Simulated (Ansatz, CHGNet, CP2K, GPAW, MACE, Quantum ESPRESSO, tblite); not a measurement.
**Other levels on random start for glassy BaB8O13 (110 atoms)**

Density of this cell: 2.83 g/cm³. The cell holds 110 atoms: 40 B, 5 Ba and 65 O. Its edges and angles: a = 10.820 Å, b = 10.820 Å, c = 10.820 Å, α = 90.0°, β = 90.0°, γ = 90.0°. 110 atoms (40 B, 5 Ba, 65 O) packed at random in a cube at 2.83 g/cm³ and pushed apart as soft spheres, cations and anions kept from their own kind; a start for melting by ab initio MD, not an equilibrated structure. The density is a measured one. Then every atom was moved at random, 0.02 Å r.m.s. a Cartesian component.

Geometry: as built.

The reference, a calculation:

* method: Kohn-Sham DFT, PBE, PAW, plane waves (Ansatz 0.2.0); cutoff 420 eV, Γ point, fermi-dirac smearing of 0.05 eV; PAW set soft_2
* r.m.s. force component: 2.502 eV/Å
* longest force: 8.794 eV/Å
* pressure: -20.29 GPa
* SCF cycles: 15
* time: 26 s on 4 threads of Arm Neoverse V2, shared host
* CPU time: 98 s

Runs, in no order:
A. GPAW PBE, LCAO sz(dzp), h 0.18 Å: Kohn-Sham DFT, PBE, PAW, atomic orbitals (sz(dzp))
B. CHGNet r2SCAN potential: machine-learned interatomic potential CHGNet r2SCAN, trained on r2SCAN plane-wave data
C. MACE MPA-0 medium potential: machine-learned interatomic potential MACE MPA-0 medium, trained on PBE(+U) plane-wave data
D. GPAW PBE, LCAO dzp, h 0.18 Å: Kohn-Sham DFT, PBE, PAW, atomic orbitals (dzp)

Q: Order them from the smallest to the largest r.m.s. force difference.

D, C, B, A.

| run | Δ force, r.m.s. (meV/Å) | share of r.m.s. force (%) | CPU time |
| --- | --- | --- | --- |
| D. GPAW PBE, LCAO dzp, h 0.18 Å | 220 | 8.80 | 16 min |
| C. MACE MPA-0 medium potential | 387 | 15.5 | 8.8 s |
| B. CHGNet r2SCAN potential | 706 | 28.2 | 4.6 s |
| A. GPAW PBE, LCAO sz(dzp), h 0.18 Å | 1351 | 54.0 | 4.2 min |

Machine-learned potentials mimic data converged in k, so the reference's own k-point error enters their differences. The electronic-structure runs sample only Γ, in a cell whose shortest periodic width is 11 Å, which is coarse for a cell with partly filled levels.

[Hosts, paths, dates, database ids (printed as entryN), source tags and the programs' standing remarks are cut or masked in the printed files.]
